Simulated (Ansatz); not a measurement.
## Structural relaxation of glassy Ba4.2Hf30.6O65.3 (216 atoms)

Wanted: the relaxed structure of glassy Ba4.2Hf30.6O65.3 (216 atoms) and its electronic structure.

Program: Ansatz 0.2.0. Level of theory: Kohn-Sham DFT, RPBE, PAW (set soft_2), plane waves. Results are calculated unless marked as measured.

**What experiment says.** The Hf-O bond length of an amorphous hafnium oxide film with 12% of Hf replaced by Ba, grown by pulsed laser deposition, was obtained by fitting Hf L3-edge EXAFS (“Structure-evolution-designed amorphous oxides for dielectric energy storage”, 2023, PMC10213053): nearest Hf–O distance 2.08 Å.

## 1. Starting point

The cell holds 216 atoms: 9 Ba, 66 Hf and 141 O. Cell: a = 14.527 Å, b = 14.527 Å, c = 14.527 Å, α = 90.0°, β = 90.0°, γ = 90.0°. 216 atoms (9 Ba, 66 Zr, 141 O) placed at random at 5.15 g/cm³, melted at 4500 K for 20 ps at fixed volume with the Morse and Coulomb pair potential with partial charges (Pedone, Malavasi, Menziani, Cormack and Segre, J. Phys. Chem. B 110, 11780 (2006)). Quenched from 4500 K to 300 K at 20 K/ps and fixed volume, held 5 ps. Then Zr was replaced by Hf (the potential has no terms for the new elements, so the cell is a start for a DFT relaxation).

What the set-up can't give: The quench rate of 20 K/ps far exceeds what a furnace or splat quench reaches, so expect more defects and frozen-in strain than in a real sample. The starting topology of bonds comes from the classical model. Sampling is at Γ alone, for a cell whose shortest periodic width is 15 Å. Spin–orbit coupling is left out, which matters for the levels of the heavy elements.

## 2. Single point at the start

A single point comes first, to see the forces before anything moves.

Input file input.yaml:

```yaml
crystal:
  lattice:
    - [14.5266, 0.0, 0.0]
    - [0.0, 14.5266, 0.0]
    - [0.0, 0.0, 14.5266]
  atoms:
    - { symbol: Ba, position: [0.13483, 0.27139, 0.16186] }
    - { symbol: Ba, position: [0.54912, 0.08069, 0.33975] }
    - { symbol: Ba, position: [0.16787, 0.77909, 0.19121] }
    - { symbol: Ba, position: [0.68171, 0.95261, 0.09319] }
    - { symbol: Ba, position: [0.71543, 0.05693, 0.87814] }
    - { symbol: Ba, position: [0.76918, 0.50561, 0.14156] }
    - { symbol: Ba, position: [0.40965, 0.65138, 0.09795] }
    - { symbol: Ba, position: [0.79814, 0.13963, 0.54307] }
    - { symbol: Ba, position: [0.02085, 0.77743, 0.73203] }
    - { symbol: Hf, position: [0.9318, 0.90234, 0.92215] }
    - { symbol: Hf, position: [0.78367, 0.28153, 0.76801] }
    - { symbol: Hf, position: [0.50515, 0.53224, 0.9058] }
    - { symbol: Hf, position: [0.30075, 0.44073, 0.02977] }
    - { symbol: Hf, position: [0.42936, 0.96362, 0.09477] }
    - { symbol: Hf, position: [0.57293, 0.55699, 0.33264] }
    - { symbol: Hf, position: [0.27026, 0.80712, 0.69028] }
    - { symbol: Hf, position: [0.05419, 0.69149, 0.00857] }
    - { symbol: Hf, position: [0.26391, 0.87332, 0.96833] }
    - { symbol: Hf, position: [0.1617, 0.39362, 0.46472] }
    - { symbol: Hf, position: [0.78926, 0.70197, 0.57514] }
    - { symbol: Hf, position: [0.89671, 0.23267, 0.00441] }
    - { symbol: Hf, position: [0.98166, 0.33072, 0.59229] }
    - { symbol: Hf, position: [0.27432, 0.21422, 0.38607] }
    - { symbol: Hf, position: [0.80442, 0.47893, 0.64266] }
    - { symbol: Hf, position: [0.03462, 0.46976, 0.02831] }
    - { symbol: Hf, position: [0.24629, 0.02671, 0.19468] }
    - { symbol: Hf, position: [0.73922, 0.72942, 0.34968] }
    - { symbol: Hf, position: [0.46399, 0.06067, 0.8948] }
    - { symbol: Hf, position: [0.47046, 0.69242, 0.5486] }
    - { symbol: Hf, position: [0.90643, 0.8986, 0.51957] }
    - { symbol: Hf, position: [0.02502, 0.18024, 0.37848] }
    - { symbol: Hf, position: [0.37909, 0.10272, 0.5641] }
    [... 178 atom lines left out ...]
    - { symbol: O, position: [0.99482, 0.00525, 0.83837] }
    - { symbol: O, position: [0.00457, 0.19219, 0.90818] }
    - { symbol: O, position: [0.55202, 0.62925, 0.64094] }
    - { symbol: O, position: [0.46856, 0.41584, 0.36573] }
    - { symbol: O, position: [0.8369, 0.89973, 0.81726] }
    - { symbol: O, position: [0.62408, 0.82492, 0.98102] }
kpoints:
  mp_grid: { grid: [1, 1, 1] }
hamiltonian:
  xc: rpbe
scf:
  occupations: { method: gaussian, width: 0.05 }
output:
  forces: true
  stress: true
  populations: intrinsic
  dos:
    method: { smearing: { sigma: 0.15 } }
    de: 0.1
    projected: { site_lists: { Ba: [Ba], Hf: [Hf], O: [O] } }
  eigenvalues: true
```

The run is started by

```sh
$ ansatz run input.yaml --threads 8 --pin off --max-ram 15872MiB --backend cpu --events-out ev --progress --plain --runs-dir out
```

Numbers of over 12 decimals in the logs are rounded to 6 here.

The program printed:

```text
Engine: ansatz 0.2.0, aarch64-unknown-linux-gnu
Pseudopotentials: kind: paw
Pseudopotential: Ba, paw, valence charge 10, recommended cutoff 420 eV (normal), Ba.paw.azcp
Pseudopotential: Hf, paw, valence charge 26, recommended cutoff 420 eV (normal), Hf.paw.azcp
Pseudopotential: O, paw, valence charge 6, recommended cutoff 420 eV (normal), O.paw.azcp
[... 5 lines on functional and potentials left out ...]
Crystal: 216 atoms, lattice volume = 3065.434 Å³
Basis set: ecut = 420 eV, 60005 PW (Γ), exchange–correlation on 200×200×200 points (8 copies of the dense FFT grid, shifted against one another)
Bands: 1592, of which v1, the nominal top of the filled ones, is band 1326 counted from 1 (1325 counted from 0)
Symmetry: 1 space group operations
Space group: P1 (ITA 1), of the structure as read, at distance tolerance 1.5e-4 Å
k-points: 1
[... 10 lines on functional and potentials left out ...]
Initial density: superposition of atomic densities (neutral atoms: chi_scale 0, normalization atom), corrected by the library's trained network
Initial wavefunctions: pseudopotential atomic-orbital guess
Functional: x = rpbe, c = pbe(β = 0.066725)
SCF iter   1: F=—  HF=-1172662.940457 eV  |F-HF|=—  |Δ(HF+E_count)|=         —  Δρ=6.39e-3  dr2=1.49e0  ethr=1.77e-3  ⟨swp⟩=6.0  Hψ=5874  notcnv=0  defer=1
preconditioner: auto → Resta (q_TF=auto, 2.663 Å⁻¹)  ε∞=4.8  [insulator: Δε(μ)=3.108 eV  Ē_g=17.376 eV  σ=0.050 eV  W_gap=1.00  n_scr=948 (ndim 8)  ℏωp=33.7 eV  f_vac=0.119  D(μ)=0.00/eV (n_scr^D=0)  ε∞_Penn≈4.8]
SCF iter   2: F=—  HF=-1172662.732780 eV  |F-HF|=—  |Δ(HF+E_count)|=   2.08e-1  Δρ=3.06e-3  dr2=2.17e-1  ethr=5.63e-5  ⟨swp⟩=2.0  Hψ=2863  notcnv=0  defer=258
SCF iter   3: F=—  HF=-1172662.734519 eV  |F-HF|=—  |Δ(HF+E_count)|=   1.74e-3  Δρ=1.43e-3  dr2=8.06e-2  ethr=8.18e-6  ⟨swp⟩=2.0  Hψ=2660  notcnv=0  defer=258
SCF iter   4: F=—  HF=-1172662.742832 eV  |F-HF|=—  |Δ(HF+E_count)|=   8.31e-3  Δρ=4.65e-4  dr2=8.17e-3  ethr=3.04e-6  ⟨swp⟩=2.0  Hψ=2295  notcnv=0  defer=258
SCF iter   5: F=—  HF=-1172662.743926 eV  |F-HF|=—  |Δ(HF+E_count)|=   1.09e-3  Δρ=2.46e-4  dr2=2.30e-3  ethr=3.08e-7  ⟨swp⟩=2.0  Hψ=2660  notcnv=0  defer=258
SCF iter   6: F=—  HF=-1172662.746474 eV  |F-HF|=—  |Δ(HF+E_count)|=   2.55e-3  Δρ=9.51e-5  dr2=3.84e-4  ethr=8.69e-8  ⟨swp⟩=2.0  Hψ=2570  notcnv=0  defer=258
SCF iter   7: F=—  HF=-1172662.747131 eV  |F-HF|=—  |Δ(HF+E_count)|=   6.57e-4  Δρ=6.59e-5  dr2=1.41e-4  ethr=1.45e-8  ⟨swp⟩=2.0  Hψ=2652  notcnv=0  defer=258
SCF iter   8: F=—  HF=-1172662.738011 eV  |F-HF|=—  |Δ(HF+E_count)|=   9.12e-3  Δρ=2.02e-5  dr2=1.82e-5  ethr=5.31e-9  ⟨swp⟩=2.0  Hψ=2918  notcnv=0  defer=258
SCF iter   9: F=—  HF=-1172662.736845 eV  |F-HF|=—  |Δ(HF+E_count)|=   1.17e-3  Δρ=1.65e-5  dr2=7.83e-6  ethr=6.86e-10  ⟨swp⟩=3.0  Hψ=2661  notcnv=0  defer=258
SCF iter  10: F=—  HF=-1172662.736848 eV  |F-HF|=—  |Δ(HF+E_count)|=   2.23e-6  Δρ=5.86e-6  dr2=1.03e-6  ethr=2.95e-10  ⟨swp⟩=2.0  Hψ=2652  notcnv=0  defer=258
SCF iter  11: F=—  HF=-1172662.736849 eV  |F-HF|=—  |Δ(HF+E_count)|=   1.25e-6  Δρ=3.10e-6  dr2=3.29e-7  ethr=3.88e-11  ⟨swp⟩=3.0  Hψ=2659  notcnv=0  defer=258
SCF iter  12: F=—  HF=-1172662.736849 eV  |F-HF|=—  |Δ(HF+E_count)|=   3.91e-7  Δρ=1.85e-6  dr2=1.02e-7  ethr=1.24e-11  ⟨swp⟩=2.0  Hψ=2660  notcnv=0  defer=258
SCF iter  13: F=-1172662.736849 eV  HF=-1172662.736849 eV  |F-HF|=1.19e-8  |Δ(HF+E_count)|=   4.73e-8  Δρ=5.76e-7  dr2=1.19e-8  ethr=3.77e-12  ⟨swp⟩=11.0  Hψ=8128  notcnv=0
SCF 1 converged in 13 iterations: F = -1172662.736849 eV  dr2 = 1.19e-8
  greatest PAW one-centre occupation: 0.999 electrons in one spin orbital (limit 2), on the Hf atom at site 61 (counted from 0), in its partial waves of l = 0
SCF converged after 13 iterations
Free energy (F): -1172662.736849 eV
Harris-Foulkes:  -1172662.736849 eV  (|F-HF|=1.19e-8)
Internal energy: -1172662.736849 eV  (E = F + TS)
E sigma→0 (E₀):  -1172662.736849 eV
Fermi energy:    13.180229 eV
--- Per-component energies (eV) ---
  E_band       = -7766.774675
  E_kinetic    = 53850.778369
  E_local      = -509872.712104  (includes V_loc(G=0)·N_el)
  E_nonlocal   = -75023.276483
  E_hartree    = 233177.096871
  E_xc         = -31760.674938
  E_vxc        = -32015.244019  (∫ρ·V_xc dr)
  E_paw        = -527535.082170  (= ΣΔE_a)
  E_vpaw       = 88939.158668  (= ΣTr[D̂ρ^β])
  E_aug_tail   = 0.342841  (compensation charges beyond the density's cutoff)
  E_ewald      = -315483.538154
  E_core_change = -15.671081  (= ΣΔE_core)
  E_smearing   = -0.000000  (= −TS)
  E_closure    = 0.000000  (closes the sum)
  Σ components = -1172662.736849   (vs F -1172662.736849, Δ=0.00e0)
--- Forces (eV/Å), atoms counted from 1 ---
  atom   1  Ba     0.41041027    -0.31622895    -0.42017642
  atom   2  Ba    -0.16359303     0.41777165     0.54700981
  atom   3  Ba    -0.00125221     0.27124836     0.96466188
  atom   4  Ba    -0.47071997     0.47488994     0.09299066
  atom   5  Ba    -0.00966668     0.16367207    -0.85405823
  atom   6  Ba     0.41364770     0.31312208     0.00615308
  atom   7  Ba     0.10596276     1.18189426     0.23462937
  atom   8  Ba    -0.15551886    -0.02631346    -0.09583061
  atom   9  Ba     0.16349052     0.01017517    -0.37546127
  atom  10  Hf    -1.16352964    -0.89034407     1.11420037
  atom  11  Hf     0.69064923    -1.73054972    -1.46715592
  atom  12  Hf    -0.51704701     0.15885082    -1.61522520
  atom  13  Hf    -0.26671436     0.51596295    -1.53624141
  atom  14  Hf     0.64595845    -1.44213767    -1.04839439
[...]
atom 215  O      0.26974639     0.47020437     0.75122701
  atom 216  O     -0.67892145    -0.66389132    -0.50063949
  max |Σ_I F_I| component: 3.01e-5 eV/Å
--- Stress (GPa, compression-positive) ---
       -0.827577      -0.608272       0.776833
       -0.608272      -2.980790      -0.628756
        0.776833      -0.628756      -0.889497
  P = ⅓ Tr σ = -1.5660 GPa (-15.660 kbar)
--- Band table (eV) ---
  k-point 0: bands = ["-50.6064", "-50.4989", "-50.3488", "-50.3475", [... 1576 levels ...], "18.5780", "18.5945", "18.6194", "18.6395", "18.6646", "18.6806", "18.7013", "18.7252", "18.7319", "18.7466", "18.7860", "18.7979"]
--- intrinsic populations: 216 sites ---
  site symbol       q [e]
     0     Ba      8.1956
     1     Ba      8.1914
     2     Ba      8.1769
[...]
215      O      6.8983
  spilling = 0.000000 (of n_electrons = 2652.000000)
```

It took 4.9 min on 8 threads of Arm Neoverse V1, shared host; peak memory 8.4 GiB; 38 min of CPU time.

The program notes that it cut back its work space to fit the memory limit.

The run gave:

| Item | Value |
| --- | --- |
| free energy | -1172662.7368 eV |
| free energy per atom | -5428.9942 eV/atom |
| SCF cycles | 13 |
| pressure | -1.566 GPa |
| r.m.s. force component | 0.6803 eV/Å |
| longest force | 2.814 eV/Å |
| Fermi energy | 13.18 eV |
| gap (highest filled to lowest empty level) | 2.898 eV |

The r.m.s. force component of 0.68 eV/Å and the pressure of -1.6 GPa set the starting point.

Neighbours are counted within 2.82 Å (O-Hf), 3.29 Å (O-Ba).

Length of the force by element and coordination:

| element | coordination | atoms | mean length of the force (eV/Å) | spread | least | most |
| --- | --- | --- | --- | --- | --- | --- |
| Ba | all | 9 | 0.694 | 0.291 | 0.185 | 1.21 |
| Ba | 6 | 5 | 0.569 | 0.242 | 0.185 | 0.870 |
| Ba | 7 | 1 | 0.519 | 0 | 0.519 | 0.519 |
| Ba | 8 | 2 | 1.11 | 0.104 | 1.00 | 1.21 |
| Ba | 9 | 1 | 0.667 | 0 | 0.667 | 0.667 |
| Hf | all | 66 | 1.59 | 0.488 | 0.413 | 2.81 |
| Hf | 5 | 1 | 1.84 | 0 | 1.84 | 1.84 |
| Hf | 6 | 56 | 1.64 | 0.479 | 0.616 | 2.81 |
| Hf | 7 | 9 | 1.30 | 0.462 | 0.413 | 1.99 |
| O | all | 141 | 0.811 | 0.363 | 0.154 | 1.98 |
| O | 2 | 4 | 0.851 | 0.199 | 0.589 | 1.14 |
| O | 3 | 90 | 0.784 | 0.366 | 0.154 | 1.95 |
| O | 4 | 47 | 0.860 | 0.363 | 0.347 | 1.98 |

## 3. Relaxation

The atoms are relaxed in the fixed cell, aiming at the force tolerance of the input.

input.yaml, the sections that differ from step 2:

```yaml
output:
  forces: true
relax:
  f_tol: 0.05
  max_steps: 102
# crystal, kpoints, hamiltonian, scf: as in step 2
```

The program printed:

```text
[...]
Crystal: 216 atoms, lattice volume = 3065.434 Å³
Basis set: ecut = 420 eV, 60005 PW (Γ), exchange–correlation on 200×200×200 points (8 copies of the dense FFT grid, shifted against one another)
Bands: 1592, of which v1, the nominal top of the filled ones, is band 1326 counted from 1 (1325 counted from 0)
Symmetry: 1 space group operations
[...]
k-points: 1
[...]
SCF iter   1: F=—  HF=-1172662.940470 eV  |F-HF|=—  |Δ(HF+E_count)|=         —  Δρ=6.39e-3  dr2=1.49e0  ethr=1.77e-3  ⟨swp⟩=6.0  Hψ=5874  notcnv=0  defer=1
[...]
SCF iter   8: F=-1172662.736835 eV  HF=-1172662.736798 eV  |F-HF|=3.72e-5  |Δ(HF+E_count)|=   8.33e-5  Δρ=2.02e-5  dr2=1.83e-5  ethr=2.36e-9  ⟨swp⟩=3.0  Hψ=5608  notcnv=0
SCF 1 converged in 8 iterations: F = -1172662.736835 eV  dr2 = 1.83e-5
[...]
relax step   1: F+E_penalty+E_count = -1172662.73683502 eV  Δ(F+E_penalty+E_count) = +0.000e0 eV  max|allowed force component| = 2.389e0 eV/Å  Δτ_max = 0.0000 Å  (8 SCF iters, dr2 threshold 6.25e-5 eV, accepted)
[...]
relax step   2: F+E_penalty+E_count = -1172670.15986610 eV  Δ(F+E_penalty+E_count) = -7.423e0 eV  max|allowed force component| = 1.000e0 eV/Å  Δτ_max = 0.1950 Å  (9 SCF iters, dr2 threshold 1.00e-4 eV, accepted)
[...]
relax step   3: F+E_penalty+E_count = -1172673.41440469 eV  Δ(F+E_penalty+E_count) = -3.255e0 eV  max|allowed force component| = 4.395e-1 eV/Å  Δτ_max = 0.2000 Å  (9 SCF iters, dr2 threshold 6.25e-5 eV, accepted)
relax step   4: F+E_penalty+E_count = -1172674.28374651 eV  Δ(F+E_penalty+E_count) = -8.693e-1 eV  max|allowed force component| = 2.751e-1 eV/Å  Δτ_max = 0.2000 Å  (8 SCF iters, dr2 threshold 3.39e-5 eV, accepted)
relax step   5: F+E_penalty+E_count = -1172674.53707100 eV  Δ(F+E_penalty+E_count) = -2.533e-1 eV  max|allowed force component| = 3.454e-1 eV/Å  Δτ_max = 0.2000 Å  (9 SCF iters, dr2 threshold 1.46e-5 eV, accepted)
relax step   6: F+E_penalty+E_count = -1172674.75006941 eV  Δ(F+E_penalty+E_count) = -2.130e-1 eV  max|allowed force component| = 2.723e-1 eV/Å  Δτ_max = 0.2000 Å  (7 SCF iters, dr2 threshold 4.67e-5 eV, accepted)
relax step   7: F+E_penalty+E_count = -1172674.82817146 eV  Δ(F+E_penalty+E_count) = -7.810e-2 eV  max|allowed force component| = 8.019e-1 eV/Å  Δτ_max = 0.1999 Å  (7 SCF iters, dr2 threshold 4.61e-5 eV, accepted)
relax step   8: F+E_penalty+E_count = -1172675.16076380 eV  Δ(F+E_penalty+E_count) = -3.326e-1 eV  max|allowed force component| = 1.700e-1 eV/Å  Δτ_max = 0.2000 Å  (7 SCF iters, dr2 threshold 1.00e-4 eV, accepted)
relax step   9: F+E_penalty+E_count = -1172675.32155184 eV  Δ(F+E_penalty+E_count) = -1.608e-1 eV  max|allowed force component| = 2.154e-1 eV/Å  Δτ_max = 0.2000 Å  (11 SCF iters, accepted)
relax step  10: F+E_penalty+E_count = -1172675.49282731 eV  Δ(F+E_penalty+E_count) = -1.713e-1 eV  max|allowed force component| = 2.004e-1 eV/Å  Δτ_max = 0.1949 Å  (9 SCF iters, dr2 threshold 2.90e-6 eV, accepted)
relax step  11: F+E_penalty+E_count = -1172675.62912632 eV  Δ(F+E_penalty+E_count) = -1.363e-1 eV  max|allowed force component| = 1.944e-1 eV/Å  Δτ_max = 0.1919 Å  (7 SCF iters, dr2 threshold 3.48e-5 eV, accepted)
relax step  12: F+E_penalty+E_count = -1172675.83104572 eV  Δ(F+E_penalty+E_count) = -2.019e-1 eV  max|allowed force component| = 2.071e-1 eV/Å  Δτ_max = 0.2000 Å  (7 SCF iters, dr2 threshold 3.27e-5 eV, accepted)
relax step  13: F+E_penalty+E_count = -1172675.94261237 eV  Δ(F+E_penalty+E_count) = -1.116e-1 eV  max|allowed force component| = 2.510e-1 eV/Å  Δτ_max = 0.1960 Å  (7 SCF iters, dr2 threshold 4.04e-5 eV, accepted)
relax step  14: F+E_penalty+E_count = -1172675.92593958 eV  Δ(F+E_penalty+E_count) = +1.667e-2 eV  max|allowed force component| = 4.869e-1 eV/Å  Δτ_max = 0.2000 Å  (7 SCF iters, dr2 threshold 6.30e-5 eV, rejected (line search))
relax step  15: F+E_penalty+E_count = -1172676.03129359 eV  Δ(F+E_penalty+E_count) = -8.868e-2 eV  max|allowed force component| = 1.160e-1 eV/Å  Δτ_max = 0.1000 Å  (10 SCF iters, accepted)
relax step  16: F+E_penalty+E_count = -1172676.03147707 eV  Δ(F+E_penalty+E_count) = -1.835e-4 eV  max|allowed force component| = 1.585e-1 eV/Å  Δτ_max = 0.1000 Å  (8 SCF iters, dr2 threshold 2.87e-6 eV, accepted)
relax step  17: F+E_penalty+E_count = -1172676.04330516 eV  Δ(F+E_penalty+E_count) = -1.183e-2 eV  max|allowed force component| = 5.888e-2 eV/Å  Δτ_max = 0.0369 Å  (7 SCF iters, dr2 threshold 5.36e-6 eV, accepted)
relax step  18: F+E_penalty+E_count = -1172676.05259935 eV  Δ(F+E_penalty+E_count) = -9.294e-3 eV  max|allowed force component| = 8.399e-2 eV/Å  Δτ_max = 0.2000 Å  (10 SCF iters, accepted)
relax step  19: F+E_penalty+E_count = -1172676.05897612 eV  Δ(F+E_penalty+E_count) = -6.377e-3 eV  max|allowed force component| = 4.738e-2 eV/Å  Δτ_max = 0.0078 Å  (7 SCF iters, accepted)
relax step  20: F+E_penalty+E_count = -1172676.04484815 eV  Δ(F+E_penalty+E_count) = +1.413e-2 eV  max|allowed force component| = 2.153e-1 eV/Å  Δτ_max = 0.1808 Å  (10 SCF iters, rejected (line search))
relax step  21: F+E_penalty+E_count = -1172676.06257532 eV  Δ(F+E_penalty+E_count) = -3.599e-3 eV  max|allowed force component| = 4.505e-2 eV/Å  Δτ_max = 0.0366 Å  (10 SCF iters, accepted)
[...]
relax step  22: F+E_penalty+E_count = -1172676.06512832 eV  Δ(F+E_penalty+E_count) = -2.553e-3 eV  max|allowed force component| = 3.638e-2 eV/Å  Δτ_max = 0.0499 Å  (8 SCF iters, accepted)
SCF converged after 8 iterations
Free energy (F): -1172676.065128 eV
[...]
Internal energy: -1172676.065128 eV  (E = F + TS)
E sigma→0 (E₀):  -1172676.065128 eV
Fermi energy:    13.071924 eV
[...]
--- Forces (eV/Å), atoms counted from 1 ---
  atom   1  Ba     0.00232419     0.00677135    -0.00407549
  atom   2  Ba     0.00554979    -0.00588590     0.00308233
  atom   3  Ba    -0.00298191     0.00432033     0.00028806
  atom   4  Ba     0.00653378     0.01327015    -0.00184792
  atom   5  Ba     0.00367328     0.00372432     0.00945337
  atom   6  Ba     0.00229140    -0.00079092    -0.00224286
  atom   7  Ba     0.00455290    -0.00437385     0.00065712
  atom   8  Ba     0.00132036    -0.00837286    -0.00679435
  atom   9  Ba     0.00083235     0.00231518    -0.00306817
  atom  10  Hf     0.00504577     0.00710190     0.00823645
  atom  11  Hf    -0.00397234     0.00893315    -0.01051981
  atom  12  Hf     0.00170835     0.00581269     0.00774858
  atom  13  Hf     0.00323580     0.00512596     0.00125006
  atom  14  Hf    -0.01549558     0.00889485    -0.01001589
[...]
atom 215  O     -0.00578251     0.00046913    -0.00720464
  atom 216  O     -0.00340850     0.00377501     0.00164485
  max |Σ_I F_I| component: 1.16e-4 eV/Å
--- Relaxed structure (22 steps of the walk, 20 accepted, 0 SCFs on fresh bases) ---
  F+E_penalty+E_count = -1172676.06512832 eV   max|allowed force component| = 3.638e-2 eV/Å
  atoms:
    - { symbol: Ba, position: [0.156812, 0.265705, 0.174987] }
    - { symbol: Ba, position: [0.564874, 0.081536, 0.338910] }
    - { symbol: Ba, position: [0.177081, 0.793323, 0.213738] }
    - { symbol: Ba, position: [0.689452, 0.963753, 0.097732] }
[...]
- { symbol: O, position: [0.621283, 0.803138, 0.975774] }
```

The job ended after 50 min (8 threads; peak memory 8.3 GiB; 6.5 h of CPU time).

The steps of the relaxation:

| step | energy less that of the first step (eV) | largest force component (eV/Å) |
| --- | --- | --- |
| 1 | 0.0000 | 2.3885 |
| 2 | -7.4230 | 1.0003 |
| 3 | -10.6776 | 0.4395 |
| 4 | -11.5469 | 0.2751 |
| 5 | -11.8002 | 0.3454 |
| 6 | -12.0132 | 0.2723 |
| 7 | -12.0913 | 0.8019 |
| 8 | -12.4239 | 0.1700 |
| 9 | -12.5847 | 0.2154 |
| 10 | -12.7560 | 0.2004 |
| 11 | -12.8923 | 0.1944 |
| 12 | -13.0942 | 0.2071 |
| 13 | -13.2058 | 0.2510 |
| 14 | -13.1891 | 0.4869 |
| 15 | -13.2945 | 0.1160 |
| 16 | -13.2946 | 0.1585 |
| 17 | -13.3065 | 0.0589 |
| 18 | -13.3158 | 0.0840 |
| 19 | -13.3221 | 0.0474 |
| 20 | -13.3080 | 0.2153 |
| 21 | -13.3257 | 0.0451 |
| 22 | -13.3283 | 0.0364 |

Relaxation steps 14, 20 were tried and not accepted.

The atoms that moved most (Å):

| atom | dx | dy | dz | length |
| --- | --- | --- | --- | --- |
| Hf15 | 0.275 | 0.215 | -1.132 | 1.185 |
| O178 | 0.419 | 0.498 | -0.893 | 1.105 |
| O135 | -0.876 | 0.588 | 0.293 | 1.095 |
| O113 | -0.447 | 0.586 | 0.647 | 0.981 |
| O206 | 0.162 | 0.698 | 0.385 | 0.813 |
| Hf46 | -0.165 | -0.281 | -0.740 | 0.808 |
| O184 | -0.651 | 0.283 | 0.359 | 0.796 |
| O87 | 0.213 | -0.310 | -0.637 | 0.739 |

The relaxation changed the energy by -61.7 meV/atom, and atoms moved by 0.36 Å r.m.s., 1.2 Å at most.

(Part 1 of 2 ends here.)

[Logs are printed without paths, hosts, clocks, repeated set-up lines and the standing remarks that a program may print on its own settings, such as how far it seeks lower states.]

[Hosts, paths, dates, database ids (printed as entryN), source tags and the programs' standing remarks are cut or masked in the printed files.]
